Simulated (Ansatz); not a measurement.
# Ti (model cell, started as body-centred cubic): a soft mode frozen in, part 2 of 3

Wanted: the energy along a soft mode of Ti (model cell, started as body-centred cubic) and the structure at the end.

Ansatz 0.2.0; DFT LDA, scalar-relativistic, plane waves, PAW; PAW set soft_1.

So far, highest frequency on path, mesh or solved points (cm⁻¹): step 2 (the dispersion) 232. Also lowest frequency on the path (cm⁻¹): step 2 -155.

This is not the structure that Ti takes at ambient pressure (hexagonal, No. 194); it is a model or a phase of other conditions.

## Step 5: Energy along the mode, all amplitudes (two of the runs are shown above)

An imaginary frequency means negative curvature, so the energy should fall and then rise again as anharmonic terms take over.

This step gave:

* depth at the lowest point sampled: 10.87 meV/atom
* largest atomic shift at that point: 0.22 Å

The energy from the parent by largest atomic shift:

| largest atomic shift (Å) | energy from the parent (meV/atom) |
| --- | --- |
| 0.000 | 0 |
| 0.040 | -1.15 |
| 0.080 | -3.98 |
| 0.140 | -8.97 |
| 0.220 | -10.9 |
| 0.320 | 7.21 |

Displacement at unit largest shift by atom:

| atom | x (Å) | y (Å) | z (Å) | size |
| --- | --- | --- | --- | --- |
| Ti1 | 0.000 | 0.000 | 0.000 | 0.000 |
| Ti2 | 0.750 | -0.647 | -0.137 | 1.000 |
| Ti3 | 0.000 | 0.000 | 0.000 | 0.000 |
| Ti4 | 0.750 | -0.647 | -0.137 | 1.000 |
| Ti5 | -0.750 | 0.647 | 0.137 | 1.000 |
| Ti6 | -0.750 | 0.647 | 0.137 | 1.000 |

The lowest step is at 0.22 Å, 10.9 meV/atom below the parent, and the energy rises beyond it.

## Step 6: Relaxation from the frozen mode

Starting from the lowest point found, all atoms and the cell are let go, so that strain and other modes of the same symmetry can join in.

Input file input.yaml:

```yaml
crystal:
  lattice:
    - [1.5821734396, -1.5821734396, -1.5821734396]
    - [-4.7465203189, -1.5821734396, -1.5821734396]
    - [-1.5821734396, 4.7465203189, -4.7465203189]
  atoms:
    - { symbol: Ti, position: [0.1666658926, 0.8333334482, 0.6666668095] }
    - { symbol: Ti, position: [0.3973464523, 0.6571714368, 0.3215242946] }
    - { symbol: Ti, position: [0.6666674407, 0.3333332185, 0.6666665239] }
    - { symbol: Ti, position: [0.5640115709, 0.4905049997, -0.0118087532] }
    - { symbol: Ti, position: [0.7693202144, 0.1761618966, 0.3451423721] }
    - { symbol: Ti, position: [-0.0640115709, 0.0094950003, 0.0118087532] }
kpoints:
  mp_grid: { grid: [14, 8, 6] }
hamiltonian:
  xc: lda
  pseudopotentials: { kind: paw, azcp: { folder: soft_1 }, xc_functional: pbe }
scf:
  occupations: { method: methfessel_paxton, width: 0.2 }
output:
  forces: true
  stress: true
  eigenvalues: true
relax:
  adjacent_minimum: "off"
  f_tol: 0.002
  max_steps: 120
  cell: { stress_tol: 0.03 }
```

The run is started by

```console
ansatz run input.yaml --threads 8 --pin off --max-ram 16384MiB --backend cpu --events-out ev --progress --plain --runs-dir out
```

Standard output:

```text
[...]
Crystal: 6 atoms, lattice volume = 95.055 Å³
Basis set: ecut = 420 eV, 1859 PW (Γ)
Bands: 44, of which v1, the nominal top of the filled ones, is band 36 counted from 1 (35 counted from 0)
Symmetry: 2 space group operations
[...]
k-points: 340 of 672
[...]
SCF iter   1: F=—  HF=-14702.561542 eV  |F-HF|=—  |Δ(HF+E_count)|=         —  Δρ=6.06e-2  dr2=4.99e0  ethr=3.10e-3  ⟨swp⟩=5.3  Hψ=51200  notcnv=0
[...]
SCF iter   8: F=-14701.381776 eV  HF=-14701.381776 eV  |F-HF|=1.29e-8  |Δ(HF+E_count)|=   6.30e-8  S|Δr|=    0.00e0  Δρ=3.24e-6  dr2=1.67e-8  ethr=1.39e-10  ⟨swp⟩=7.7  Hψ=52236  notcnv=0
SCF 1 converged in 8 iterations: F = -14701.381776 eV  dr2 = 1.67e-8
[...]
relax step   1: F+E_penalty+E_count = -14701.38177571 eV  Δ(F+E_penalty+E_count) = +0.000e0 eV  max|allowed force component| = 2.976e-1 eV/Å  Δτ_max = 0.0000 Å  P = +0.767 GPa  Ω = 95.055 Å³  (8 SCF iters, dr2 threshold 1.00e-7 eV, accepted)
Crystal: 6 atoms, lattice volume = 95.624 Å³
Basis set: ecut = 420 eV, 1867 PW (Γ)
[...]
iter 1 solved again at ethr=2.70e-4 eV; its pass at ethr=3.10e-3 eV (dr2=1.94e-1 eV) is discarded
[...]
SCF iter   6: F=-14701.452509 eV  HF=-14701.452509 eV  |F-HF|=2.09e-8  |Δ(HF+E_count)|=   1.72e-7  S|Δr|=    0.00e0  Δρ=7.03e-6  dr2=4.00e-8  ethr=8.33e-10  ⟨swp⟩=6.8  Hψ=54514  notcnv=0
SCF 2 converged in 6 iterations: F = -14701.452509 eV  dr2 = 4.00e-8
relax step   2: F+E_penalty+E_count = -14701.45250906 eV  Δ(F+E_penalty+E_count) = -7.073e-2 eV  max|allowed force component| = 1.951e-1 eV/Å  Δτ_max = 0.0714 Å  P = -0.187 GPa  Ω = 95.624 Å³  energy of the carried Pulay correction = -8.745e-5 eV  (6 SCF iters, dr2 threshold 6.00e-7 eV, accepted)
Crystal: 6 atoms, lattice volume = 94.367 Å³
Basis set: ecut = 420 eV, 1855 PW (Γ)
[...]
SCF iter   6: F=-14701.483510 eV  HF=-14701.483510 eV  |F-HF|=2.61e-8  |Δ(HF+E_count)|=   2.88e-7  S|Δr|=    0.00e0  Δρ=9.47e-6  dr2=6.67e-8  ethr=8.33e-10  ⟨swp⟩=7.5  Hψ=64760  notcnv=0
SCF 3 converged in 6 iterations: F = -14701.483510 eV  dr2 = 6.67e-8
relax step   3: F+E_penalty+E_count = -14701.48351004 eV  Δ(F+E_penalty+E_count) = -3.100e-2 eV  max|allowed force component| = 1.962e-1 eV/Å  Δτ_max = 0.2000 Å  P = +1.557 GPa  Ω = 94.367 Å³  energy of the carried Pulay correction = +1.062e-4 eV  (6 SCF iters, dr2 threshold 6.00e-7 eV, accepted)
[... from here on, the SCF cycles and remarks between the steps are left out ...]
relax step   4: F+E_penalty+E_count = -14701.51443602 eV  Δ(F+E_penalty+E_count) = -3.093e-2 eV  max|allowed force component| = 6.927e-2 eV/Å  Δτ_max = 0.0500 Å  P = -0.230 GPa  Ω = 95.669 Å³  energy of the carried Pulay correction = -9.427e-5 eV  (6 SCF iters, dr2 threshold 6.00e-7 eV, accepted)
relax step   5: F+E_penalty+E_count = -14701.49701134 eV  Δ(F+E_penalty+E_count) = +1.742e-2 eV  max|allowed force component| = 2.711e-1 eV/Å  Δτ_max = 0.1804 Å  P = -0.158 GPa  Ω = 95.972 Å³  energy of the carried Pulay correction = -1.405e-4 eV  (6 SCF iters, dr2 threshold 6.00e-7 eV, rejected (line search))
relax step   6: F+E_penalty+E_count = -14701.52810641 eV  Δ(F+E_penalty+E_count) = -1.367e-2 eV  max|allowed force component| = 4.935e-2 eV/Å  Δτ_max = 0.0678 Å  P = -0.017 GPa  Ω = 95.529 Å³  energy of the carried Pulay correction = -7.286e-5 eV  (9 SCF iters, accepted)
relax step   7: F+E_penalty+E_count = -14701.52668962 eV  Δ(F+E_penalty+E_count) = +1.417e-3 eV  max|allowed force component| = 6.741e-2 eV/Å  Δτ_max = 0.0311 Å  P = +0.031 GPa  Ω = 95.433 Å³  energy of the carried Pulay correction = -5.808e-5 eV  (5 SCF iters, dr2 threshold 6.00e-7 eV, rejected (line search))
relax step   8: F+E_penalty+E_count = -14701.53152448 eV  Δ(F+E_penalty+E_count) = -3.418e-3 eV  max|allowed force component| = 1.239e-2 eV/Å  Δτ_max = 0.0134 Å  P = +0.014 GPa  Ω = 95.483 Å³  energy of the carried Pulay correction = -6.576e-5 eV  (8 SCF iters, accepted)
relax step   9: F+E_penalty+E_count = -14701.53161321 eV  Δ(F+E_penalty+E_count) = -8.874e-5 eV  max|allowed force component| = 7.356e-3 eV/Å  Δτ_max = 0.0042 Å  P = -0.026 GPa  Ω = 95.509 Å³  energy of the carried Pulay correction = -6.975e-5 eV  (5 SCF iters, dr2 threshold 2.78e-8 eV, accepted)
relax step  10: F+E_penalty+E_count = -14701.53165993 eV  Δ(F+E_penalty+E_count) = -4.672e-5 eV  max|allowed force component| = 2.064e-3 eV/Å  Δτ_max = 0.0010 Å  P = +0.006 GPa  Ω = 95.483 Å³  energy of the carried Pulay correction = -6.582e-5 eV  (4 SCF iters, dr2 threshold 1.35e-8 eV, accepted)
relax step  11: F+E_penalty+E_count = -14701.53154830 eV  Δ(F+E_penalty+E_count) = +1.116e-4 eV  max|allowed force component| = 1.174e-2 eV/Å  Δτ_max = 0.0069 Å  P = -0.031 GPa  Ω = 95.507 Å³  energy of the carried Pulay correction = -6.953e-5 eV  (5 SCF iters, dr2 threshold 3.18e-9 eV, rejected (line search))
relax step  12: F+E_penalty+E_count = -14701.53167140 eV  Δ(F+E_penalty+E_count) = -1.147e-5 eV  max|allowed force component| = 1.511e-3 eV/Å  Δτ_max = 0.0012 Å  P = -0.005 GPa  Ω = 95.493 Å³  energy of the carried Pulay correction = -6.737e-5 eV  (7 SCF iters, accepted)
[...]
SCF iter   1: F=—  HF=-14701.531754 eV  |F-HF|=—  |Δ(HF+E_count)|=         —  Δρ=7.61e-5  dr2=1.51e-7  ethr=1.49e-6  ⟨swp⟩=3.6  Hψ=86905  notcnv=0
eigensolver tolerance schedule: the retry pair's looser diagonalisation over-reported the residual by 7095.80 of it (diagonalisation noise at an unbounded share of the residual, at the tolerance the schedule requests for it); recorded, not acted on — ethr = c·dr2/N_el stays at c = 1.0e-1
[...]
SCF iter   2: F=—  HF=-14701.531755 eV  |F-HF|=—  |Δ(HF+E_count)|=   1.22e-6  S|Δr|=    0.00e0  Δρ=3.88e-5  dr2=4.26e-8  ethr=2.10e-10  ⟨swp⟩=2.4  Hψ=27038  notcnv=0
[...]
SCF iter   5: F=-14701.531756 eV  HF=-14701.531756 eV  |F-HF|=3.64e-12  |Δ(HF+E_count)|=  1.82e-11  S|Δr|=    0.00e0  Δρ=4.95e-8  dr2=1.77e-12  ethr=1.00e-12  ⟨swp⟩=5.0  Hψ=56248  notcnv=0
SCF 13 converged in 5 iterations: F = -14701.531756 eV  dr2 = 1.77e-12
relax step  13: F+E_penalty+E_count = -14701.53175555 eV  Δ(F+E_penalty+E_count) = -8.415e-5 eV  max|allowed force component| = 1.493e-3 eV/Å  Δτ_max = 0.0000 Å  P = -0.004 GPa  Ω = 95.493 Å³  stress off target by 1.41e-2 GPa  SCF on the basis re-selected at this cell (its energy is not comparable with the rows above)  (5 SCF iters)
basis re-selected at this cell: Δ(F+E_penalty+E_count) = -8.415e-5 eV, ΔP = +0.002 GPa vs the last step (what re-selecting the basis moved, of the pressure what is left beyond the Pulay correction that the steps carried, after the strain that the cell walked since its last selection, with what the two solves' SCF thresholds leave and, on support functions, any second-order correction that the steps lacked; it is no m [...]
SCF converged after 5 iterations
[...]
Free energy (F): -14701.531756 eV
[...]
Internal energy: -14701.535622 eV  (E = F + TS)
E sigma→0 (E₀):  -14701.532722 eV
Entropy (-TS):   0.003866 eV (0.644 meV/atom)
Fermi energy:    14.159457 eV
[...]
--- Forces (eV/Å), atoms counted from 1 ---
  atom   1  Ti     0.00000000     0.00000000     0.00000000
  atom   2  Ti    -0.00109784     0.00065878     0.00040754
  atom   3  Ti     0.00000000     0.00000000     0.00000000
  atom   4  Ti    -0.00065499    -0.00149344    -0.00035155
  atom   5  Ti     0.00065499     0.00149344     0.00035155
  atom   6  Ti     0.00109784    -0.00065878    -0.00040754
  max |Σ_I F_I| component: 0.00e0 eV/Å
--- Stress (GPa, compression-positive) ---
       -0.000170      -0.004622       0.003334
       -0.004622      -0.011620      -0.004794
        0.003334      -0.004794       0.001124
  P = ⅓ Tr σ = -0.0036 GPa (-0.036 kbar)
--- Band table (eV; the first three rows and the last of 340) ---
  k-point 0: bands = [... 32 lower, 13.8203, 13.8491, 14.1289, 14.3532, 14.5734, 14.7377, 14.8593, 15.0050, ... 4 higher]
  k-point 1: bands = [... 32 lower, 13.6555, 13.9225, 14.0628, 14.4468, 14.6468, 14.9387, 15.0279, 15.1527, ... 4 higher]
  k-point 2: bands = [... 32 lower, 13.5546, 13.8191, 14.3125, 14.4493, 14.8008, 14.8296, 14.8826, 15.3021, ... 4 higher]
  k-point 339: bands = [... 32 lower, 13.4657, 13.7360, 13.8843, 14.0110, 14.2755, 14.3059, 14.5192, 14.7467, ... 4 higher]
--- Relaxed structure (12 steps of the walk, 9 accepted, 1 SCFs on fresh bases) ---
  F+E_penalty+E_count = -14701.53175555 eV   max|allowed force component| = 1.493e-3 eV/Å   (the final SCF, on the basis selected at the relaxed cell)
  cell:  # Å, volume = 95.4932 Å³
    - [1.644027, -1.583247, -1.603884]
    - [-4.830585, -1.519160, -1.566476]
    - [-1.638662, 4.640818, -4.697363]
  atoms:
    - { symbol: Ti, position: [0.166667, 0.833333, 0.666667] }
    - { symbol: Ti, position: [0.345074, 0.649125, 0.329059] }
    - { symbol: Ti, position: [0.666667, 0.333333, 0.666667] }
    - { symbol: Ti, position: [0.655879, 0.509344, -0.00133592] }
    - { symbol: Ti, position: [0.677454, 0.157323, 0.334669] }
    - { symbol: Ti, position: [-0.011740, 0.017541, 0.00427453] }
```

Wall time 47 s (8 threads of AMD EPYC 9B45 (Zen 5), shared host); peak memory 1.4 GiB; 6 min of CPU time.

The steps of the relaxation:

| step | energy less that of the first step (eV) | largest force component (eV/Å) | pressure (GPa) | volume (Å³) |
| --- | --- | --- | --- | --- |
| 1 | 0.0000 | 0.2976 | 0.77 | 95.05 |
| 2 | -0.0707 | 0.1951 | -0.19 | 95.62 |
| 3 | -0.1017 | 0.1962 | 1.56 | 94.37 |
| 4 | -0.1327 | 0.0693 | -0.23 | 95.67 |
| 5 | -0.1152 | 0.2711 | -0.16 | 95.97 |
| 6 | -0.1463 | 0.0494 | -0.02 | 95.53 |
| 7 | -0.1449 | 0.0674 | 0.03 | 95.43 |
| 8 | -0.1497 | 0.0124 | 0.01 | 95.48 |
| 9 | -0.1498 | 0.0074 | -0.03 | 95.51 |
| 10 | -0.1499 | 0.0021 | 0.01 | 95.48 |
| 11 | -0.1498 | 0.0117 | -0.03 | 95.51 |
| 12 | -0.1499 | 0.0015 | -0.01 | 95.49 |
| 13* | -0.1500 | 0.0015 | 0.00 | 95.49 |

Relaxation steps marked * repeat the geometry before them on a plane-wave basis chosen anew for their cell, so energy and pressure can jump there. Relaxation steps 5, 7, 11 were tried and not accepted.

The run keeps the 2 symmetry operations that the program found, so distortions that break them were not tested.

| cell as run | before | after | change |
| --- | --- | --- | --- |
| a (Å) | 2.740 | 2.790 | +1.8 % |
| b (Å) | 5.247 | 5.301 | +1.0 % |
| c (Å) | 6.897 | 6.804 | -1.3 % |
| α (°) | 78.02 | 76.82 | -1.5 % |
| β (°) | 97.61 | 97.59 | -0.0 % |
| γ (°) | 100.02 | 101.80 | +1.8 % |
| volume (Å³/atom) | 15.84 | 15.92 | +0.5 % |

The atoms that moved most (Å, as changes of fractional coordinates times the final cell):

| atom | dx | dy | dz | length |
| --- | --- | --- | --- | --- |
| Ti4 | 0.043 | -0.125 | -0.226 | 0.262 |
| Ti5 | -0.043 | 0.125 | 0.226 | 0.262 |
| Ti2 | -0.059 | 0.130 | 0.061 | 0.155 |
| Ti6 | 0.059 | -0.130 | -0.061 | 0.155 |

Numbers from this step:

```
pressure        : -0.003555 GPa
volume per atom : 15.92 Å³
```

The distorted start has space group P-1; the relaxation ends in P-1.

## Step 7: The new phase in its own primitive cell

The relaxed structure is symmetrised, reduced to its primitive cell and relaxed tightly, as its phonons need.

input.yaml, the sections that differ from step 6:

```yaml
crystal:
  lattice:
    - [2.7896126995, 0.0, 0.0]
    - [1.0840078875, 5.1885618561, 0.0]
    - [0.8988858529, 1.3971999585, 6.5975346586]
  atoms:
    - { symbol: Ti, position: [0.0, 0.0, 0.0] }
    - { symbol: Ti, position: [0.178406978, 0.1842078432, 0.3376078602] }
    - { symbol: Ti, position: [0.5, 0.5, 0.0] }
    - { symbol: Ti, position: [0.4892124813, 0.323989448, 0.6680025881] }
    - { symbol: Ti, position: [0.5107875187, 0.676010552, 0.3319974119] }
    - { symbol: Ti, position: [0.821593022, 0.8157921568, 0.6623921398] }
relax:
  adjacent_minimum: "off"
  f_tol: 0.001
  max_steps: 60
  cell: { stress_tol: 0.01 }
# kpoints, hamiltonian, scf, output: as in step 6
```

Standard output:

```text
[...]
Crystal: 6 atoms, lattice volume = 95.493 Å³
Basis set: ecut = 420 eV, 1871 PW (Γ)
Bands: 44, of which v1, the nominal top of the filled ones, is band 36 counted from 1 (35 counted from 0)
Symmetry: 2 space group operations
[...]
k-points: 340 of 672
[...]
cell:  # Å, volume = 95.4881 Å³
    - [2.789524, 6.719098e-5, -0.000126079]
    - [1.084099, 5.188511, 0.000373806]
    - [0.898593, 1.397738, 6.597560]
  atoms:
    - { symbol: Ti, position: [0.0, 0.0, 0.0] }
    - { symbol: Ti, position: [0.178214, 0.184230, 0.337596] }
    - { symbol: Ti, position: [0.500000, 0.5, 0] }
    - { symbol: Ti, position: [0.489316, 0.323942, 0.668014] }
    - { symbol: Ti, position: [0.510684, 0.676058, 0.331986] }
    - { symbol: Ti, position: [0.821786, 0.815770, 0.662404] }
[key lines of the parts left out:]
SCF converged after 4 iterations
Free energy (F): -14701.531758 eV
Fermi energy:    14.160330 eV
P = ⅓ Tr σ = 0.0034 GPa (0.034 kbar)
```

Run time: 9.9 s. Hardware: 8 threads; peak memory 1.4 GiB.

Little changed from the start: no atom moved by 0.005 Å and no cell edge by 0.1 %.

Read from the output:

```yaml
pressure: 0.003378 GPa
volume_per_atom: 15.91 Å³
```

The largest force component left is 0.69 meV/Å and the pressure is 0.003 GPa, within the tolerances set. The cell now holds 15.91 Å³/atom.

[end of part 2 of 3]

[Long decimals in the printed logs are rounded to 6 places.]

[Logs are printed without paths, hosts, clocks, repeated set-up lines and the standing remarks that a program may print on its own settings, such as how far it seeks lower states.]

[Hosts, paths, dates, database ids (printed as entryN), source tags and the programs' standing remarks are cut or masked in the printed files.]

[Where the starting crystal was built by hand or by swapping elements, it need not be the compound's stable phase.]
